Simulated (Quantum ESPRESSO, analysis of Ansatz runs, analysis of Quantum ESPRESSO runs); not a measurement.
# Substitutional N in diamond: charge-transition level against experiment (Quantum ESPRESSO), part 3 of 4

How near does this set-up come to the measured charge-transition level? Subject: substitutional N in diamond. Set-up: PBE, GBRV 1.5 PBE, 64-site cell, PBE lattice, k: the zone centre alone then 2x2x2 shifted, random start of 0.1 A, dielectric constants 5.7 and 5.7 (handbook). The model is a cell of 64 host atoms with 1 C taken out and 1 N put in. The level is the Fermi energy at which two charge states have equal formation energy, after a correction for the images of the charge. Another start tests whether the structure found is the lowest.

Quantum ESPRESSO 7.5; PBE, GBRV 1.5 PBE, 64-site cell, PBE lattice, k: the zone centre alone then 2x2x2 shifted, random start of 0.1 A, dielectric constants 5.7 and 5.7 (handbook).

So far. Step 2 (Relaxation, charge +1): Among the atoms that came to bonding distance: C42–C46 1.54 Å (from 1.74); C7–C33 1.54 Å (from 1.70); C23–C20 1.54 Å (from 1.71).

**4. Relaxation, charge 0**

Level of this step: Quantum ESPRESSO plane-wave DFT, PBE, GBRV 1.5 PBE potentials; relaxation of all atoms of a defect supercell (Quantum ESPRESSO).

pw.in

```
&CONTROL
  calculation = 'relax'
  prefix = 'pwscf'
  outdir = './tmp'
  pseudo_dir = './pseudo'
  tprnfor = .true.
  disk_io = 'low'
  nstep = 70
  forc_conv_thr = 0.00078
  etot_conv_thr = 0.0001
/
&SYSTEM
  ibrav = 0
  nat = 64
  ntyp = 2
  ecutwfc = 45
  ecutrho = 360
  nbnd = 133
  occupations = 'smearing'
  smearing = 'fd'
  degauss = 0.00073499
  nspin = 2
  starting_magnetization(1) = 0.125
  starting_magnetization(2) = 0.1
  tot_magnetization = 1
  nosym = .true.
/
&ELECTRONS
  conv_thr = 6d-08
  electron_maxstep = 100
  mixing_beta = 0.3
/
&IONS
  ion_dynamics = 'bfgs'
/
ATOMIC_SPECIES
C     12.0110 c_pbe_v1.2.uspp.F.UPF
N     14.0070 n_pbe_v1.2.uspp.F.UPF
CELL_PARAMETERS angstrom
   7.1418068620    0.0000000000    0.0000000000
   0.0000000000    7.1418068620    0.0000000000
   0.0000000000    0.0000000000    7.1418068620
ATOMIC_POSITIONS crystal
C     -0.0049455891    0.0011315902    0.2369493945
C      0.0111492175    0.2520269567    0.0082246002
[... 1 atom line left out ...]
C      0.2472341113    0.2522873493    0.2364657640
[... 1 atom line left out ...]
C      0.1257285129    0.3696898400    0.1379355758
C      0.3707294023    0.1366400552    0.1184939441
N      0.3781901229    0.3871545894    0.3688236965
[... 12 atom lines left out ...]
C      0.1370084862    0.6313939319    0.3716876674
[... 1 atom line left out ...]
C      0.3879113441    0.6196585709    0.1240922664
[... 3 atom lines left out ...]
C      0.2631519347    0.5046661819    0.4988550062
[... 3 atom lines left out ...]
C      0.3684265491    0.6218836167    0.6130360730
[... 5 atom lines left out ...]
C      0.6212772965    0.1379339037    0.3711382304
C      0.6275296244    0.3829377233    0.1362539416
[... 3 atom lines left out ...]
C      0.4930312437    0.2451475711    0.4888668055
[... 6 atom lines left out ...]
C      0.4909876192    0.4893615371    0.2512875370
[... 14 atom lines left out ...]
C      0.8844970806    0.8648737780    0.8768228386
K_POINTS gamma
```

On the command line:

```sh
$ OMP_NUM_THREADS=1 mpirun -n 4 pw.x -in pw.in > pw.out
```

Output:

```text
[banner, memory and clock lines left out]
          URL

     gamma-point specific algorithms are used

     bravais-lattice index     =            0
     lattice parameter (alat)  =      13.4961  a.u.
     unit-cell volume          =    2458.2209 (a.u.)^3
     number of atoms/cell      =           64
     number of atomic types    =            2
     number of electrons       =       257.00 (up: 129.00, down: 128.00)
     number of Kohn-Sham states=          133
     kinetic-energy cutoff     =      45.0000  Ry
     charge density cutoff     =     360.0000  Ry
     scf convergence threshold =      6.0E-08
     mixing beta               =       0.3000
     number of iterations used =            8  plain     mixing
     energy convergence thresh.=      1.0E-04
     force convergence thresh. =      7.8E-04
     Exchange-correlation= SLA  PW   PBE  PBE
                           (   1   4   3   4   0   0   0)
     nstep                     =           70

     celldm(1)=  13.496059  celldm(2)=   0.000000  celldm(3)=   0.000000
     celldm(4)=   0.000000  celldm(5)=   0.000000  celldm(6)=   0.000000

     crystal axes: (cart. coord. in units of alat)
               a(1) = (   1.000000   0.000000   0.000000 )
               a(2) = (   0.000000   1.000000   0.000000 )
               a(3) = (   0.000000   0.000000   1.000000 )

     reciprocal axes: (cart. coord. in units 2 pi/alat)
               b(1) = (  1.000000  0.000000  0.000000 )
               b(2) = (  0.000000  1.000000  0.000000 )
               b(3) = (  0.000000  0.000000  1.000000 )

     PseudoPot. # 1 for C  read from file:
     c_pbe_v1.2.uspp.F.UPF
     Pseudo is Ultrasoft + core correction, Zval =  4.0
     Generated by new atomic code, or converted to UPF format
     Using radial grid of  721 points,  4 beta functions with:
                l(1) =   0
                l(2) =   0
                l(3) =   1
                l(4) =   1
     Q(r) pseudized with  8 coefficients,  rinner =    1.100   1.100   1.100

     PseudoPot. # 2 for N  read from file:
     n_pbe_v1.2.uspp.F.UPF
     Pseudo is Ultrasoft + core correction, Zval =  5.0
     Generated by new atomic code, or converted to UPF format
     Using radial grid of  729 points,  4 beta functions with:
                l(1) =   0
                l(2) =   0
                l(3) =   1
                l(4) =   1
     Q(r) pseudized with  8 coefficients,  rinner =    0.900   0.900   0.900

     atomic species   valence    mass     pseudopotential
     C                 4.00    12.01100     C ( 1.00)
     N                 5.00    14.00700     N ( 1.00)

     Starting magnetic structure
     atomic species   magnetization
     C               0.125
     N               0.100

     No symmetry found

   Cartesian axes

     site n.     atom                  positions (alat units)
         1        C      tau(   1) = (  -0.0049456   0.0011316   0.2369494  )
         2        C      tau(   2) = (   0.0111492   0.2520270   0.0082246  )
         3        C      tau(   3) = (   0.2376582  -0.0019883  -0.0063075  )
         4        C      tau(   4) = (   0.2472341   0.2522873   0.2364658  )
         5        C      tau(   5) = (   0.1362695   0.1170570   0.3725579  )
         6        C      tau(   6) = (   0.1257285   0.3696898   0.1379356  )
         7        C      tau(   7) = (   0.3707294   0.1366401   0.1184939  )
         8        N      tau(   8) = (   0.3781901   0.3871546   0.3688237  )
         9        C      tau(   9) = (   0.0113718  -0.0041349   0.7570457  )
        10        C      tau(  10) = (  -0.0099870   0.2492507   0.4902145  )
        11        C      tau(  11) = (   0.2498870  -0.0115907   0.5078550  )
        12        C      tau(  12) = (   0.2505819   0.2362948   0.7471915  )
        13        C      tau(  13) = (   0.1318113   0.1339037   0.8833897  )
        14        C      tau(  14) = (   0.1117085   0.3778549   0.6216470  )
        15        C      tau(  15) = (   0.3785525   0.1249569   0.6385438  )
        16        C      tau(  16) = (   0.3704520   0.3679331   0.8861996  )
        17        C      tau(  17) = (  -0.0018733   0.5017197   0.2637692  )
[...]
57        C      tau(  57) = (   0.5078845   0.4920102   0.7416301  )
        58        C      tau(  58) = (   0.5125344   0.7514097   0.4939206  )
        59        C      tau(  59) = (   0.7394194   0.4928320   0.4942792  )
        60        C      tau(  60) = (   0.7628341   0.7537436   0.7458372  )
        61        C      tau(  61) = (   0.6389140   0.6264710   0.8744587  )
        62        C      tau(  62) = (   0.6214624   0.8650321   0.6158248  )
        63        C      tau(  63) = (   0.8775908   0.6153738   0.6151673  )
        64        C      tau(  64) = (   0.8844971   0.8648738   0.8768228  )

     number of k points=     1  Fermi-Dirac smearing, width (Ry)=  0.0007
                       cart. coord. in units 2pi/alat
        k(    1) = (   0.0000000   0.0000000   0.0000000), wk =   1.0000000

     Dense  grid:   141621 G-vectors     FFT dimensions: (  81,  81,  81)

     Smooth grid:    50189 G-vectors     FFT dimensions: (  60,  60,  60)

     Generating pointlists ...
     new r_m :   0.0793 (alat units)  1.0706 (a.u.) for type    1
     new r_m :   0.0793 (alat units)  1.0706 (a.u.) for type    2

     Initial potential from superposition of free atoms

     starting charge     256.9974, renormalised to     257.0000
     Starting wfcs are  256 randomized atomic wfcs

     Self-consistent Calculation

     iteration #  1     ecut=    45.00 Ry     beta= 0.30
     Davidson diagonalization with overlap
     ethr =  1.00E-02,  avg # of iterations =  2.0

     total energy              =    -741.82339123 Ry
     estimated scf accuracy    <       4.29593687 Ry

     total magnetization       =     1.00 Bohr mag/cell
     absolute magnetization    =     1.18 Bohr mag/cell

     iteration #  2     ecut=    45.00 Ry     beta= 0.30
     Davidson diagonalization with overlap
     ethr =  1.67E-03,  avg # of iterations =  1.5

     total energy              =    -741.48690103 Ry
     estimated scf accuracy    <       1.65039383 Ry

     total magnetization       =     1.00 Bohr mag/cell
     absolute magnetization    =     1.08 Bohr mag/cell

     iteration #  3     ecut=    45.00 Ry     beta= 0.30
     Davidson diagonalization with overlap
     ethr =  6.42E-04,  avg # of iterations =  2.0

     total energy              =    -741.59540090 Ry
     estimated scf accuracy    <       0.10844465 Ry

     total magnetization       =     1.00 Bohr mag/cell
[...]
CASE: energy            _new < energy            _old

     new trust radius        =       0.0029446264 bohr
     new conv_thr            =       0.0000000008 Ry

ATOMIC_POSITIONS (crystal)
C               -0.0025974693       -0.0027694120        0.2496475685
C               -0.0025824765        0.2493485836       -0.0025187617
C                0.2494787598       -0.0028606537       -0.0025304356
C                0.2303628875        0.2301439846        0.2304122913
C                0.1227671489        0.1225484333        0.3717036090
C                0.1227425323        0.3714066556        0.1228295541
C                0.3715882426        0.1225004724        0.1227783672
N                0.3922105112        0.3920116467        0.3923286409
C               -0.0001101069       -0.0002019167        0.7490927614
C                0.0013182947        0.2500075834        0.4986772831
C                0.2501938283        0.0010995868        0.4986755302
C                0.2503056988        0.2501279834        0.7498374050
C                0.1244110487        0.1242389936        0.8736997482
C                0.1276885374        0.3741419069        0.6237635019
C                0.3743051457        0.1275301885        0.6237816241
C                0.3752196467        0.3750819511        0.8761351885
[...]
NEW-OLD atomic charge density approx. for the potential
     Generating pointlists ...

     Self-consistent Calculation

     iteration #  1     ecut=    45.00 Ry     beta= 0.30
     Davidson diagonalization with overlap
     ethr =  1.00E-06,  avg # of iterations =  2.0

     Threshold (ethr) on eigenvalues was too large:
     Diagonalizing with lowered threshold

     Davidson diagonalization with overlap
     ethr =  3.52E-09,  avg # of iterations =  5.5

     total energy              =    -742.74890852 Ry
     estimated scf accuracy    <       0.00001392 Ry

     total magnetization       =     1.00 Bohr mag/cell
     absolute magnetization    =     1.14 Bohr mag/cell

     iteration #  2     ecut=    45.00 Ry     beta= 0.30
     Davidson diagonalization with overlap
     ethr =  5.42E-09,  avg # of iterations =  2.0

     total energy              =    -742.74890814 Ry
     estimated scf accuracy    <       0.00000425 Ry

     total magnetization       =     1.00 Bohr mag/cell
     absolute magnetization    =     1.14 Bohr mag/cell

     iteration #  3     ecut=    45.00 Ry     beta= 0.30
     Davidson diagonalization with overlap
     ethr =  1.65E-09,  avg # of iterations =  2.0

     total energy              =    -742.74890858 Ry
     estimated scf accuracy    <       0.00000057 Ry

     total magnetization       =     1.00 Bohr mag/cell
     absolute magnetization    =     1.14 Bohr mag/cell

     iteration #  4     ecut=    45.00 Ry     beta= 0.30
     Davidson diagonalization with overlap
     ethr =  2.20E-10,  avg # of iterations =  3.0

     total energy              =    -742.74890865 Ry
     estimated scf accuracy    <       0.00000007 Ry

     total magnetization       =     1.00 Bohr mag/cell
     absolute magnetization    =     1.14 Bohr mag/cell

     iteration #  5     ecut=    45.00 Ry     beta= 0.30
     Davidson diagonalization with overlap
     ethr =  2.86E-11,  avg # of iterations =  2.0

     total energy              =    -742.74890867 Ry
     estimated scf accuracy    <       0.00000002 Ry

     total magnetization       =     1.00 Bohr mag/cell
     absolute magnetization    =     1.14 Bohr mag/cell

     iteration #  6     ecut=    45.00 Ry     beta= 0.30
     Davidson diagonalization with overlap
     ethr =  6.31E-12,  avg # of iterations =  3.0

     total energy              =    -742.74890867 Ry
     estimated scf accuracy    <          1.7E-09 Ry

     total magnetization       =     1.00 Bohr mag/cell
     absolute magnetization    =     1.14 Bohr mag/cell

     iteration #  7     ecut=    45.00 Ry     beta= 0.30
     Davidson diagonalization with overlap
     ethr =  6.70E-13,  avg # of iterations =  4.0

     Magnetic moment per site  (integrated on atomic sphere of radius R)
[...]
atom  57 (R=0.079)  charge=  1.5308  magn=  0.0013
     atom  58 (R=0.079)  charge=  1.5309  magn=  0.0013
     atom  59 (R=0.079)  charge=  1.5308  magn=  0.0013
     atom  60 (R=0.079)  charge=  1.5295  magn=  0.0000
     atom  61 (R=0.079)  charge=  1.5324  magn= -0.0000
     atom  62 (R=0.079)  charge=  1.5326  magn= -0.0000
     atom  63 (R=0.079)  charge=  1.5325  magn= -0.0000
     atom  64 (R=0.079)  charge=  1.5317  magn=  0.0002

     End of self-consistent calculation

 ------ SPIN UP ------------

          k = 0.0000 0.0000 0.0000 (  6267 PWs)   bands (ev):

[...]
15.3601  17.4375  17.6391  17.6396  17.7788

 ------ SPIN DOWN ----------

          k = 0.0000 0.0000 0.0000 (  6267 PWs)   bands (ev):

[...]
5.0335   5.0338   5.1373   5.1376   5.2015   5.5577   5.5581   5.6109
     5.6581   5.6798   5.6803   5.7098   5.7101   5.7369   5.8257   5.8258
     6.0699   6.8642   6.8646   7.0397   7.0398   7.0433   7.1147   8.4259
     8.4262   8.6375   8.7995   8.7998   8.9215   8.9942   8.9946   9.0902
     9.1430   9.1432   9.1639   9.1642   9.1935   9.2224   9.2426   9.2429
     9.5026   9.9820   9.9823  10.2169  10.2174  10.2544  10.2545  10.2554
    10.3070  10.3574  10.3601  10.3604  10.3994  10.4545  10.4551  10.4962
    10.4966  10.5719  10.5770  10.5771  11.2072  13.2243  13.2252  13.4437
    16.4071  17.4976  17.6496  17.6501  17.7900

     the spin up/dw Fermi energies are    16.2425   14.5949 ev

!    total energy              =    -742.74890867 Ry
     estimated scf accuracy    <          2.4E-10 Ry
     smearing contrib. (-TS)   =       0.00000000 Ry
     internal energy E=F+TS    =    -742.74890867 Ry

     The total energy is F=E-TS. E is the sum of the following terms:
     one-electron contribution =     252.93419825 Ry
     hartree contribution      =      65.27191156 Ry
     xc contribution           =    -237.76598954 Ry
     ewald contribution        =    -823.18902894 Ry

     total magnetization       =     1.00 Bohr mag/cell
     absolute magnetization    =     1.14 Bohr mag/cell

     convergence has been achieved in   7 iterations

     Forces acting on atoms (cartesian axes, Ry/au):

[...]
atom   57 type  1   force =    -0.00022310   -0.00025583    0.00002899
     atom   58 type  1   force =    -0.00039177   -0.00045128   -0.00031193
     atom   59 type  1   force =     0.00011442    0.00006339   -0.00010150
     atom   60 type  1   force =    -0.00024010   -0.00047757   -0.00008701
     atom   61 type  1   force =    -0.00005562    0.00019996   -0.00001788
     atom   62 type  1   force =     0.00035257   -0.00020904    0.00013691
     atom   63 type  1   force =     0.00014691    0.00010192    0.00024235
     atom   64 type  1   force =     0.00023104   -0.00007476   -0.00009964

     Total force =     0.003004     Total SCF correction =     0.000017
     Energy error            =      4.0E-05 Ry
     Gradient error          =      7.6E-04 Ry/Bohr

     bfgs converged in  12 scf cycles and  11 bfgs steps
     (criteria: energy <  1.0E-04 Ry, force <  7.8E-04 Ry/Bohr)

     End of BFGS Geometry Optimization

     Final energy             =    -742.7489086702 Ry

     File ./tmp/pwscf.bfgs deleted, as requested
Begin final coordinates

ATOMIC_POSITIONS (crystal)
[...]
C                0.5010283944        0.5009234033        0.7521559870
C                0.5010539265        0.7519664487        0.5011711803
C                0.7520521287        0.5008681221        0.5011665008
C                0.7505329827        0.7504258992        0.7506425333
C                0.6254891364        0.6252796748        0.8767375663
C                0.6254385168        0.8765175733        0.6255840649
C                0.8765884711        0.6253224096        0.6255526468
C                0.8750026645        0.8749073927        0.8751472489
End final coordinates
```

It took 3.1 min on 4 MPI ranks of Arm Neoverse V2, shared host; peak memory 0.86 GiB.

The steps of the relaxation:

```
step  energy less that of the first step (eV)
   0                                   0.0000
   1                                 -12.6989
   2                                 -14.5988
   3                                 -14.8953
   4                                 -15.0776
   5                                 -15.2224
   6                                 -15.3338
   7                                 -15.3726
   8                                 -15.3991
   9                                 -15.4047
  10                                 -15.4065
  11                                 -15.4071
```

The atoms that moved most (Å):

```
atom      dx      dy      dz  length
  C4  -0.120  -0.158  -0.043   0.203
  N8   0.100   0.035   0.168   0.199
 C42   0.070   0.079   0.101   0.146
 C49   0.085   0.095   0.038   0.133
 C31   0.057   0.041   0.105   0.126
  C2  -0.098  -0.019  -0.077   0.126
 C14   0.114  -0.027   0.015   0.118
 C59   0.090   0.057   0.049   0.118
```

Neighbours of N8 at the end:

```
atom  distance (Å)
 C49         1.479
 C27         1.479
 C42         1.479
  C4         2.002
 C46         2.381
 C31         2.381
 C53         2.382
 C38         2.513
 C37         2.513
 C23         2.513
 C15         2.513
 C14         2.513
 C21         2.514
```

Among the atoms that came to bonding distance: C42–C46 1.52 Å (from 1.74); C23–C20 1.54 Å (from 1.71).

Numbers from this step:

```yaml
total_moment: 1.000 μB
integral_of_the_absolute_spin_density: 1.142 μB
```

(Part 3 of 4 ends here.)

[Logs are printed without paths, hosts, clocks, repeated set-up lines and the standing remarks that a program may print on its own settings, such as how far it seeks lower states.]

[Hosts, paths, dates, database ids (printed as entryN), source tags and the programs' standing remarks are cut or masked in the printed files.]

[For some hosts the program warned that the k-mesh of the response run may be too coarse for force constants and the static dielectric constant; such warnings are not shown here.]
